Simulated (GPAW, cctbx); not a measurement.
# RhW3C: what bonding does to one electron reflection, worked out

RhW3C, Pm-3m (no. 221), a = 4.1247 Å, b = 4.1247 Å, c = 4.1247 Å, α = 90.00°, β = 90.00°, γ = 90.00°.

| atom | mult. | x | y | z |
| --- | --- | --- | --- | --- |
| W1 | 3 | 1/2 | 1/2 | 0 |
| Rh1 | 1 | 0 | 0 | 0 |
| C1 | 1 | 1/2 | 1/2 | 1/2 |

The cell comes from substitution in a known structure type and wasn't matched to any measured phase.

A DFT run (GPAW, PBE, 550 eV, 6×6×6 k-points, Fermi–Dirac width 0.1 eV) gives the static X-ray structure factor of 010 as 32.606 e for the conventional cell; superposed free atoms give 32.367 e. **Problem.** Find the Fourier component V of the crystal potential and the two-beam extinction distance at 200 kV in both cases.

## 1. Geometry

The cell volume is Ω = 70.17 Å³ and d(010) = 4.1247 Å, so g = 1/d = 0.2424 Å⁻¹.

## 2. The nuclei

Electrons feel nuclei as well as electrons, so the nuclear charges are summed with the same phases.

Phase sums Σ exp(2πi h·x), turned so that the total is real and positive: W +1.000, Rh -1.000, C +1.000. Then F_Z = 74 × (+1.000) + 45 × (-1.000) + 6 × (+1.000) = 35.00 e. The electron term has the same sign for this reflection.

## 3. Mott–Bethe

Poisson's equation, term by term, gives V = (e/4πε₀)(F_Z − F)/(πΩg²), with e/4πε₀ = 14.3996 V Å.

The prefactor is 14.3996 × 4.1247²/(π × 70.17) = 1.11128 V per electron. Free atoms: (35.00 − 32.367) × 1.11128 = 2.926 V. Crystal: (35.00 − 32.606) × 1.11128 = 2.660 V. F changes by +0.74 % and V by -9.1 %: the same 0.24 e is measured against F_Z − F = 2.6 e in place of F = 32.4 e.

## 4. Extinction distance

In the two-beam case ξ = 1/(λU) with U = 2γm₀eV/h², that is ξ = 150.41 V Å²/(γλV).

At 200 kV, λ = 0.02508 Å and γ = 1.3914. Free atoms: ξ = 1473 Å. Crystal: ξ = 1620 Å. The thickness fringes go as sin²(πt/ξ), so the two patterns slip by a quarter of a period when t|1/ξ₁ − 1/ξ₀| = 1/4, at t ≈ 406 nm. Thermal motion, absorption and many-beam coupling, left out here, change a real pattern.

## 5. Answer

V(010) is 2.66 V against 2.93 V, and ξ is 1620 against 1473 Å. Limits: static atoms, two beams.
